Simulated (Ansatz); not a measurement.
## AlAs wire along [100], 14 atoms a period, H-terminated: bands under strain

Aim: is the AlAs wire along [100], 14 atoms a period, H-terminated a metal or a semiconductor?

Program: Ansatz 0.2.0. Level of theory: DFT PBE, plane waves, PAW; relaxation of a wire's period, in the first sound run; inputs show where later runs differ. Results are calculated unless marked as measured.

**1. Set-up**

The cell holds 30 atoms: 7 Al, 16 H and 7 As. Cell: a = 15.764 Å, b = 15.764 Å, c = 5.730 Å, α = 90.0°, β = 90.0°, γ = 90.0°. Vacuum lies along a and b. The structure's axis is c.

**2. The relaxed wire**

Band widths follow the bond lengths, so the wire is relaxed first. The atoms and the third cell vector are free; the box across stays fixed as vacuum. A Fermi-Dirac smearing is set since the result may be a metal. The pressure printed is a third of the stress's trace over the whole box, vacuum included; only the stress along the axis is relaxed.

File input.yaml:

```yaml
crystal:
  lattice:
    - [15.764, 0.0, 0.0]
    - [0.0, 15.764, 0.0]
    - [0.0, 0.0, 5.73]
  atoms:
    - { symbol: Al, position: [0.273181929, 0.636668353, 0.0] }
    - { symbol: Al, position: [0.454925141, 0.454925141, 0.0] }
    - { symbol: Al, position: [0.636668353, 0.636668353, 0.0] }
    - { symbol: H, position: [0.307285397, 0.307285397, 0.093823226] }
    - { symbol: H, position: [0.420821672, 0.784308097, 0.093823226] }
    - { symbol: H, position: [0.215681299, 0.579167724, 0.158191959] }
    - { symbol: H, position: [0.694168983, 0.694168983, 0.158191959] }
    - { symbol: As, position: [0.364053535, 0.364053535, 0.25] }
    - { symbol: As, position: [0.364053535, 0.72753996, 0.25] }
    - { symbol: As, position: [0.545796747, 0.545796747, 0.25] }
    - { symbol: H, position: [0.215681299, 0.51242577, 0.341808041] }
    - { symbol: H, position: [0.51242577, 0.215681299, 0.341808041] }
    - { symbol: H, position: [0.694168983, 0.397424512, 0.341808041] }
    - { symbol: H, position: [0.307285397, 0.784308097, 0.406176774] }
    - { symbol: Al, position: [0.273181929, 0.454925141, 0.5] }
    - { symbol: Al, position: [0.454925141, 0.273181929, 0.5] }
    - { symbol: Al, position: [0.454925141, 0.636668353, 0.5] }
    - { symbol: Al, position: [0.636668353, 0.454925141, 0.5] }
    - { symbol: H, position: [0.602564885, 0.784308097, 0.593823226] }
    - { symbol: H, position: [0.784308097, 0.602564885, 0.593823226] }
    - { symbol: H, position: [0.215681299, 0.397424512, 0.658191959] }
    - { symbol: H, position: [0.397424512, 0.215681299, 0.658191959] }
    - { symbol: As, position: [0.364053535, 0.545796747, 0.75] }
    - { symbol: As, position: [0.545796747, 0.364053535, 0.75] }
    - { symbol: As, position: [0.545796747, 0.72753996, 0.75] }
    - { symbol: As, position: [0.72753996, 0.545796747, 0.75] }
    - { symbol: H, position: [0.215681299, 0.694168983, 0.841808041] }
    - { symbol: H, position: [0.48902861, 0.784308097, 0.906176774] }
    - { symbol: H, position: [0.602564885, 0.307285397, 0.906176774] }
    - { symbol: H, position: [0.784308097, 0.48902861, 0.906176774] }
kpoints:
  mp_grid: { grid: [1, 1, 14] }
scf:
  occupations: { method: fermi_dirac, width: 0.05 }
hamiltonian:
  xc: pbe
relax:
  cell: { fix: [a, b, alpha, beta, gamma] }
  max_steps: 45
  f_tol: 0.03
```

Run with:

```sh
$ ansatz run input.yaml --threads 4 --pin off --max-ram 16384MiB --backend cpu --events-out ev --progress --plain --runs-dir out
```

Numbers of over 12 decimals in the logs are rounded to 6 here.

The program printed:

```text
Engine: ansatz 0.2.0, aarch64-unknown-linux-gnu
Pseudopotentials: kind: paw
Pseudopotential: Al, paw, valence charge 3, recommended cutoff 420 eV (normal), Al.paw.azcp
Pseudopotential: H, paw, valence charge 1, recommended cutoff 420 eV (normal), H.paw.azcp
Pseudopotential: As, paw, valence charge 15, recommended cutoff 420 eV (normal), As.paw.azcp
Functional definition: PBE
  parameter kappa = 0.804
  parameter beta = 0.066725
  exchange = pbe_x(kappa = kappa, mu = beta*pi^2/3)
  correlation = pbe_c(beta = beta)
Crystal: 30 atoms, lattice volume = 1423.926 Å³
Basis set: ecut = 420 eV, 27819 PW (Γ), exchange–correlation on 216×216×80 points (8 copies of the dense FFT grid, shifted against one another)
Bands: 101, of which v1, the nominal top of the filled ones, is band 71 counted from 1 (70 counted from 0)
Symmetry: 1 space group operations
Space group: P1 (ITA 1), of the structure as read, at distance tolerance 1.1e-4 Å
k-points: 8 of 14 (time reversal used)
Non-local potential: Al, projectors of the file, l = 0: 2, l = 1: 2, l = 2: 1
Non-local potential: H, projectors of the file, l = 0: 2, l = 1: 1
Non-local potential: As, projectors of the file, l = 0: 2, l = 1: 2, l = 2: 3, l = 3: 1
PAW form: soft (Blöchl's): semilocal exchange-correlation on the pseudo side does not see the compensation charge
PAW one-centre angular grid: Al, 110 points (default); XC on 64 Gauss nodes
PAW one-centre angular grid: H, 110 points (default); XC on 64 Gauss nodes
PAW one-centre angular grid: As, 590 points (default); XC on 64 Gauss nodes
Initial density: superposition of atomic densities (neutral atoms: chi_scale 0, normalization atom), corrected by the library's trained network
Initial wavefunctions: pseudopotential atomic-orbital guess
Functional: x = pbe(κ = 0.804, μ = 0.219515), c = pbe(β = 0.066725)
SCF iter   1: F=—  HF=-38008.599944 eV  |F-HF|=—  |Δ(HF+E_count)|=         —  Δρ=3.33e-3  dr2=1.08e0  ethr=1.77e-3  ⟨swp⟩=7.0  Hψ=3766  notcnv=0  defer=54
preconditioner: auto → Resta (q_TF=auto, 1.858 Å⁻¹)  ε∞=1.8  [insulator: Δε(μ)=2.435 eV  Ē_g=9.082 eV  σ=0.050 eV  W_gap=1.00  n_scr=158 (ndim 8)  ℏωp=8.3 eV  f_vac=0.615  D(μ)=0.00/eV (n_scr^D=0)  ε∞_Penn≈1.8  vacuum switching on, ρ_ref=6.0e-3 e/Å³]
SCF iter   2: F=—  HF=-38008.300641 eV  |F-HF|=—  |Δ(HF+E_count)|=   2.99e-1  Δρ=1.82e-3  dr2=1.21e-1  ethr=7.63e-4  ⟨swp⟩=3.0  Hψ=1082  notcnv=0  defer=187
SCF iter   3: F=—  HF=-38008.283988 eV  |F-HF|=—  |Δ(HF+E_count)|=   1.67e-2  Δρ=7.61e-4  dr2=1.42e-2  ethr=8.51e-5  ⟨swp⟩=3.2  Hψ=1159  notcnv=0  defer=179
SCF iter   4: F=—  HF=-38008.286612 eV  |F-HF|=—  |Δ(HF+E_count)|=   2.62e-3  Δρ=3.12e-4  dr2=2.08e-3  ethr=1.00e-5  ⟨swp⟩=2.0  Hψ=821  notcnv=0  defer=179
SCF iter   5: F=—  HF=-38008.287462 eV  |F-HF|=—  |Δ(HF+E_count)|=   8.50e-4  Δρ=7.57e-5  dr2=1.42e-4  ethr=1.47e-6  ⟨swp⟩=2.0  Hψ=997  notcnv=0  defer=179
SCF iter   6: F=—  HF=-38008.287493 eV  |F-HF|=—  |Δ(HF+E_count)|=   3.07e-5  Δρ=2.37e-5  dr2=1.25e-5  ethr=1.00e-7  ⟨swp⟩=2.0  Hψ=1077  notcnv=0  defer=179
SCF iter   7: F=—  HF=-38008.287788 eV  |F-HF|=—  |Δ(HF+E_count)|=   2.95e-4  Δρ=8.89e-6  dr2=1.46e-6  ethr=8.81e-9  ⟨swp⟩=2.0  Hψ=1018  notcnv=0  defer=179
SCF iter   8: F=—  HF=-38008.287789 eV  |F-HF|=—  |Δ(HF+E_count)|=   1.33e-6  Δρ=2.83e-6  dr2=1.94e-7  ethr=1.03e-9  ⟨swp⟩=2.0  Hψ=1077  notcnv=0  defer=179
SCF iter   9: F=-38008.287789 eV  HF=-38008.287789 eV  |F-HF|=1.03e-8  |Δ(HF+E_count)|=   1.62e-7  Δρ=7.11e-7  dr2=1.16e-8  ethr=7.04e-11  ⟨swp⟩=4.0  Hψ=2246  notcnv=0
SCF 1 converged in 9 iterations: F = -38008.287789 eV  dr2 = 1.16e-8
  greatest PAW one-centre occupation: 0.999 electrons in one spin orbital (limit 2), on the As atom at site 8 (counted from 0), in its partial waves of l = 2
relax step   1: F+E_penalty+E_count = -38008.28778916 eV  Δ(F+E_penalty+E_count) = +0.000e0 eV  max|allowed force component| = 7.829e-1 eV/Å  Δτ_max = 0.0000 Å  P = +0.280 GPa  Ω = 1423.926 Å³  fix = [a, b, alpha, beta, gamma]  reactions: a +0.173, b +0.254 GPa; alpha -0.054, beta -0.122, gamma -0.001 GPa/rad  (9 SCF iters, dr2 threshold 1.00e-7 eV, accepted)
Crystal: 30 atoms, lattice volume = 1434.005 Å³
Basis set: ecut = 420 eV, 28091 PW (Γ), exchange–correlation on 216×216×80 points (8 copies of the dense FFT grid, shifted against one another)
Initial density: handed on by an earlier stage of this run
Initial wavefunctions: those handed on with the density
iter 1 solved again at ethr=4.03e-4 eV; its pass at ethr=3.10e-3 eV (dr2=5.73e-1 eV) is discarded
SCF iter   1: F=—  HF=-38009.561290 eV  |F-HF|=—  |Δ(HF+E_count)|=         —  Δρ=6.47e-3  dr2=5.74e-1  ethr=4.03e-4  ⟨swp⟩=4.6  Hψ=3984  notcnv=0
preconditioner: auto → Resta (q_TF=auto, 1.856 Å⁻¹)  ε∞=1.8  [insulator: Δε(μ)=2.084 eV  Ē_g=9.065 eV  σ=0.050 eV  W_gap=1.00  n_scr=158 (ndim 8)  ℏωp=8.3 eV  f_vac=0.615  D(μ)=0.00/eV (n_scr^D=0)  ε∞_Penn≈1.8  vacuum switching on, ρ_ref=6.0e-3 e/Å³]
SCF iter   2: F=—  HF=-38009.429055 eV  |F-HF|=—  |Δ(HF+E_count)|=   1.32e-1  Δρ=3.05e-3  dr2=1.02e-1  ethr=4.03e-4  ⟨swp⟩=4.6  Hψ=1369  notcnv=0
SCF iter   3: F=—  HF=-38009.416116 eV  |F-HF|=—  |Δ(HF+E_count)|=   1.29e-2  Δρ=6.45e-4  dr2=1.62e-2  ethr=7.17e-5  ⟨swp⟩=2.0  Hψ=1220  notcnv=0  defer=183
SCF iter   4: F=—  HF=-38009.413376 eV  |F-HF|=—  |Δ(HF+E_count)|=   2.74e-3  Δρ=2.00e-4  dr2=9.25e-4  ethr=1.14e-5  ⟨swp⟩=2.0  Hψ=852  notcnv=0  defer=183
SCF iter   5: F=—  HF=-38009.413700 eV  |F-HF|=—  |Δ(HF+E_count)|=   3.24e-4  Δρ=6.43e-5  dr2=5.81e-5  ethr=6.51e-7  ⟨swp⟩=2.0  Hψ=1072  notcnv=0  defer=183
SCF iter   6: F=—  HF=-38009.413734 eV  |F-HF|=—  |Δ(HF+E_count)|=   3.43e-5  Δρ=1.67e-5  dr2=6.85e-6  ethr=4.09e-8  ⟨swp⟩=2.0  Hψ=1193  notcnv=0  defer=183
SCF iter   7: F=-38009.413735 eV  HF=-38009.413734 eV  |F-HF|=5.62e-7  |Δ(HF+E_count)|=   1.31e-7  Δρ=5.73e-6  dr2=5.29e-7  ethr=2.11e-9  ⟨swp⟩=4.0  Hψ=2541  notcnv=0
SCF 2 converged in 7 iterations: F = -38009.413735 eV  dr2 = 5.29e-7
relax step   2: F+E_penalty+E_count = -38009.41373470 eV  Δ(F+E_penalty+E_count) = -1.126e0 eV  max|allowed force component| = 4.148e-1 eV/Å  Δτ_max = 0.1948 Å  P = +0.124 GPa  Ω = 1434.005 Å³  energy of the carried Pulay correction = -1.769e-3 eV  fix = [a, b, alpha, beta, gamma]  reactions: a +0.083, b +0.054 GPa; alpha +0.031, beta -0.058, gamma -0.006 GPa/rad  (7 SCF iters, dr2 threshold 3.00e-6 eV, accepted)
Crystal: 30 atoms, lattice volume = 1443.652 Å³
Basis set: ecut = 420 eV, 28211 PW (Γ), exchange–correlation on 216×216×80 points (8 copies of the dense FFT grid, shifted against one another)
[...]
relax step  12: F+E_penalty+E_count = -38010.01194495 eV  Δ(F+E_penalty+E_count) = -5.415e-4 eV  max|allowed force component| = 1.579e-2 eV/Å  Δτ_max = 0.0494 Å  P = -0.008 GPa  Ω = 1465.097 Å³  energy of the carried Pulay correction = -7.149e-3 eV  fix = [a, b, alpha, beta, gamma]  reactions: a -0.011, b -0.013 GPa; alpha +0.001, beta +0.003, gamma -0.006 GPa/rad  (7 SCF iters, dr2 threshold 7.19e-8 eV, accepted)
Initial wavefunctions: pseudopotential atomic-orbital guess (no wavefunctions were taken with the density)
iter 1 solved again at ethr=2.45e-7 eV; its pass at ethr=3.10e-3 eV (dr2=3.48e-4 eV) is discarded
SCF iter   1: F=—  HF=-38010.013599 eV  |F-HF|=—  |Δ(HF+E_count)|=         —  Δρ=8.14e-5  dr2=4.49e-6  ethr=2.45e-7  ⟨swp⟩=5.2  Hψ=6110  notcnv=0
preconditioner: auto → Resta (q_TF=auto, 1.849 Å⁻¹)  ε∞=1.8  [insulator: Δε(μ)=3.094 eV  Ē_g=9.094 eV  σ=0.050 eV  W_gap=1.00  n_scr=158 (ndim 8)  ℏωp=8.2 eV  f_vac=0.617  D(μ)=0.00/eV (n_scr^D=0)  ε∞_Penn≈1.8  vacuum switching on, ρ_ref=6.0e-3 e/Å³]
SCF iter   2: F=—  HF=-38010.018311 eV  |F-HF|=—  |Δ(HF+E_count)|=   4.71e-3  Δρ=4.11e-5  dr2=1.14e-6  ethr=3.17e-9  ⟨swp⟩=3.2  Hψ=1710  notcnv=0
SCF iter   3: F=—  HF=-38010.020419 eV  |F-HF|=—  |Δ(HF+E_count)|=   2.11e-3  Δρ=5.45e-6  dr2=1.44e-7  ethr=8.01e-10  ⟨swp⟩=3.6  Hψ=1479  notcnv=0
SCF iter   4: F=—  HF=-38010.020478 eV  |F-HF|=—  |Δ(HF+E_count)|=   5.89e-5  Δρ=9.50e-7  dr2=1.18e-8  ethr=1.01e-10  ⟨swp⟩=2.0  Hψ=1355  notcnv=0  defer=1
SCF iter   5: F=—  HF=-38010.020479 eV  |F-HF|=—  |Δ(HF+E_count)|=   1.56e-6  Δρ=3.04e-7  dr2=2.27e-9  ethr=8.31e-12  ⟨swp⟩=2.0  Hψ=973  notcnv=0  defer=1
SCF iter   6: F=-38010.020480 eV  HF=-38010.020480 eV  |F-HF|=1.53e-10  |Δ(HF+E_count)|=   2.41e-7  Δρ=7.61e-8  dr2=2.06e-10  ethr=1.00e-12  ⟨swp⟩=3.0  Hψ=2656  notcnv=0
SCF 13 converged in 6 iterations: F = -38010.020480 eV  dr2 = 2.06e-10
relax step  13: F+E_penalty+E_count = -38010.02047953 eV  Δ(F+E_penalty+E_count) = -8.535e-3 eV  max|allowed force component| = 1.584e-2 eV/Å  Δτ_max = 0.0000 Å  P = -0.002 GPa  Ω = 1465.097 Å³  fix = [a, b, alpha, beta, gamma]  reactions: a -0.008, b -0.010 GPa; alpha +0.001, beta +0.003, gamma -0.006 GPa/rad  stress off target by 1.21e-2 GPa on what of the cell is left free  SCF on the basis re-selected at this cell (its energy is not comparable with the rows above)  (6 SCF iters)
basis re-selected at this cell: Δ(F+E_penalty+E_count) = -8.535e-3 eV, ΔP = +0.006 GPa vs the last step (what re-selecting the basis moved, of the pressure what is left beyond the Pulay correction that the steps carried, after the strain that the cell walked since its last selection, with what the two solves' SCF thresholds leave and, on support functions, any second-order correction that the steps lacked; it is no m [...]
SCF converged after 6 iterations
Free energy (F): -38010.020480 eV
Harris-Foulkes:  -38010.020480 eV  (|F-HF|=1.53e-10)
Internal energy: -38010.020480 eV  (E = F + TS)
E sigma→0 (E₀):  -38010.020480 eV
Fermi energy:    -1.682314 eV
--- Per-component energies (eV) ---
  E_band       = -3131.212623
  E_kinetic    = 1084.214712
  E_local      = -48857.498990  (includes V_loc(G=0)·N_el)
  E_nonlocal   = -4592.274031
  E_hartree    = 24291.424504
  E_xc         = -965.395798
  E_vxc        = -927.723511  (∫ρ·V_xc dr)
  E_paw        = -16132.065117  (= ΣΔE_a)
  E_vpaw       = 1579.240031  (= ΣTr[D̂ρ^β])
  E_aug_tail   = -0.018783  (compensation charges beyond the density's cutoff)
  E_ewald      = 7161.593024
  E_smearing   = -0.000000  (= −TS)
  E_closure    = -0.000000  (closes the sum)
  Σ components = -38010.020480   (vs F -38010.020480, Δ=0.00e0)
--- Forces (eV/Å), atoms counted from 1 ---
  atom   1  Al     0.00998113    -0.01583604     0.01568438
  atom   2  Al    -0.00387484     0.00272549    -0.00392020
  atom   3  Al     0.00384080    -0.00586371    -0.00902881
  atom   4  H      0.00001505    -0.00409283    -0.00077155
  atom   5  H      0.00435667     0.00169509    -0.00071524
  atom   6  H     -0.01511653    -0.01084026     0.00821464
  atom   7  H      0.00058033     0.00217988     0.00126953
  atom   8  As     0.00526860     0.00330958     0.00592088
  atom   9  As    -0.00225021    -0.00305215    -0.00292443
  atom  10  As    -0.00400223    -0.00511113    -0.00707582
  atom  11  H      0.00993290    -0.00137858     0.00274850
  atom  12  H     -0.00528702     0.00556308     0.00330437
  atom  13  H     -0.00231627    -0.00033324    -0.00197106
  atom  14  H      0.00352953     0.00265245    -0.00269109
  atom  15  Al    -0.01043076    -0.00098528     0.00021426
  atom  16  Al    -0.00519589    -0.01057774     0.00214713
  atom  17  Al    -0.01145289     0.00239237     0.00049931
  atom  18  Al     0.00526680    -0.00114272     0.00563925
  atom  19  H      0.00370307     0.00125207    -0.00236110
  atom  20  H      0.00092926     0.00134694    -0.00086571
  atom  21  H     -0.00152561     0.00692157    -0.00694133
  atom  22  H      0.00790476     0.00528522    -0.00641576
  atom  23  As     0.00732292     0.00348187     0.00332786
  atom  24  As    -0.00063507    -0.00347722     0.00289653
  atom  25  As     0.00717104     0.00068166     0.00408750
  atom  26  As    -0.00200062     0.00494267     0.00575599
  atom  27  H     -0.00032726     0.01541638    -0.01468441
  atom  28  H     -0.00740811     0.00300263     0.00336966
  atom  29  H     -0.00096976     0.00224750    -0.00279351
  atom  30  H      0.00299405    -0.00240557    -0.00191680
  max |Σ_I F_I| component: 3.82e-6 eV/Å
--- Stress (GPa, compression-positive) ---
       -0.008274       0.005720      -0.003112
        0.005708      -0.010332      -0.000563
       -0.003108      -0.000563       0.012127
  P = ⅓ Tr σ = -0.0022 GPa (-0.022 kbar)
--- Relaxed structure (12 steps of the walk, 11 accepted, 1 SCFs on fresh bases) ---
  F+E_penalty+E_count = -38010.02047953 eV   max|allowed force component| = 1.584e-2 eV/Å   (the final SCF, on the basis selected at the relaxed cell)
  cell:  # Å, volume = 1465.0966 Å³
    - [15.764, 0, 0]
    - [0, 15.764, 0]
    - [0, 0, 5.895673]
  atoms:
    - { symbol: Al, position: [0.263792, 0.655147, -0.071254] }
    - { symbol: Al, position: [0.450331, 0.456121, 0.00732877] }
    - { symbol: Al, position: [0.636495, 0.642125, 0.039199] }
    - { symbol: H, position: [0.317237, 0.315897, 0.117917] }
    - { symbol: H, position: [0.414253, 0.781954, 0.166068] }
    - { symbol: H, position: [0.181607, 0.618352, 0.048880] }
    - { symbol: H, position: [0.694019, 0.707193, 0.177553] }
    - { symbol: As, position: [0.371200, 0.368330, 0.279619] }
    - { symbol: As, position: [0.355552, 0.713031, 0.254807] }
    - { symbol: As, position: [0.544987, 0.545196, 0.256154] }
    - { symbol: H, position: [0.203329, 0.501942, 0.384750] }
    - { symbol: H, position: [0.538069, 0.228460, 0.315153] }
    - { symbol: H, position: [0.703948, 0.399863, 0.349757] }
    - { symbol: H, position: [0.305061, 0.768320, 0.416192] }
    - { symbol: Al, position: [0.264900, 0.443053, 0.531320] }
    - { symbol: Al, position: [0.464038, 0.261894, 0.478502] }
    - { symbol: Al, position: [0.446462, 0.623647, 0.504732] }
    - { symbol: Al, position: [0.634586, 0.449786, 0.494116] }
    - { symbol: H, position: [0.606252, 0.762690, 0.587271] }
    - { symbol: H, position: [0.783218, 0.596118, 0.654818] }
    - { symbol: H, position: [0.230646, 0.373991, 0.707680] }
    - { symbol: H, position: [0.407574, 0.199059, 0.627998] }
    - { symbol: As, position: [0.358031, 0.543128, 0.762540] }
    - { symbol: As, position: [0.536436, 0.369234, 0.739056] }
    - { symbol: As, position: [0.546193, 0.713737, 0.740369] }
    - { symbol: As, position: [0.713328, 0.545761, 0.770105] }
    - { symbol: H, position: [0.260383, 0.734452, 0.759754] }
    - { symbol: H, position: [0.501692, 0.789720, 0.843932] }
    - { symbol: H, position: [0.597193, 0.319761, 0.889996] }
    - { symbol: H, position: [0.769835, 0.490117, 0.915688] }
```

The job ended after 6.2 min (4 threads of Arm Neoverse V1, shared host; peak memory 3.1 GiB).

Relaxation path:

```
step  energy less that of the first step (eV)  largest force component (eV/Å)  pressure (GPa)  volume (Å³)
   1                                   0.0000                          0.7829            0.28      1423.93
   2                                  -1.1259                          0.4148            0.12      1434.00
   3                                  -1.4831                          0.1942           -0.01      1443.65
   4                                  -1.6138                          0.1346           -0.04      1449.70
   5                                  -1.6804                          0.0679           -0.03      1453.64
   6                                  -1.7068                          0.1925           -0.05      1455.61
   7                                  -1.6987                          0.1811            0.02      1458.96
   8                                  -1.7179                          0.0517           -0.02      1458.84
   9                                  -1.7212                          0.0508           -0.02      1461.43
  10                                  -1.7228                          0.0498           -0.01      1462.76
  11                                  -1.7236                          0.0339           -0.01      1463.89
  12                                  -1.7242                          0.0158           -0.01      1465.10
 13*                                  -1.7327                          0.0158            0.00      1465.10
```

Relaxation steps marked * repeat the geometry before them on a plane-wave basis chosen anew for their cell, so energy and pressure can jump there. Relaxation step 7 was tried and not accepted.

```
cell as run  before  after  change
      c (Å)   5.730  5.896  +2.9 %
```

The atoms that moved most (Å, along periodic axes as changes of fractional coordinates times the final cell, across vacuum about the mean position):

```
atom      dx      dy      dz  length
 H27   0.705   0.635  -0.484   1.065
  H6  -0.537   0.618  -0.644   1.042
 Al1  -0.148   0.291  -0.420   0.532
 H21   0.236  -0.369   0.292   0.527
 H12   0.404   0.201  -0.157   0.478
  H5  -0.104  -0.037   0.426   0.440
 H28   0.200   0.085  -0.367   0.426
 H20  -0.017  -0.102   0.360   0.374
```

This step gave:

* cell length along the wire: 5.896 Å

The cell's length comes to 5.896 Å with spin left out.

[end of part 1 of 3]

[Logs are printed without paths, hosts, clocks, repeated set-up lines and the standing remarks that a program may print on its own settings, such as how far it seeks lower states.]

[Hosts, paths, dates, database ids (printed as entryN), source tags and the programs' standing remarks are cut or masked in the printed files.]
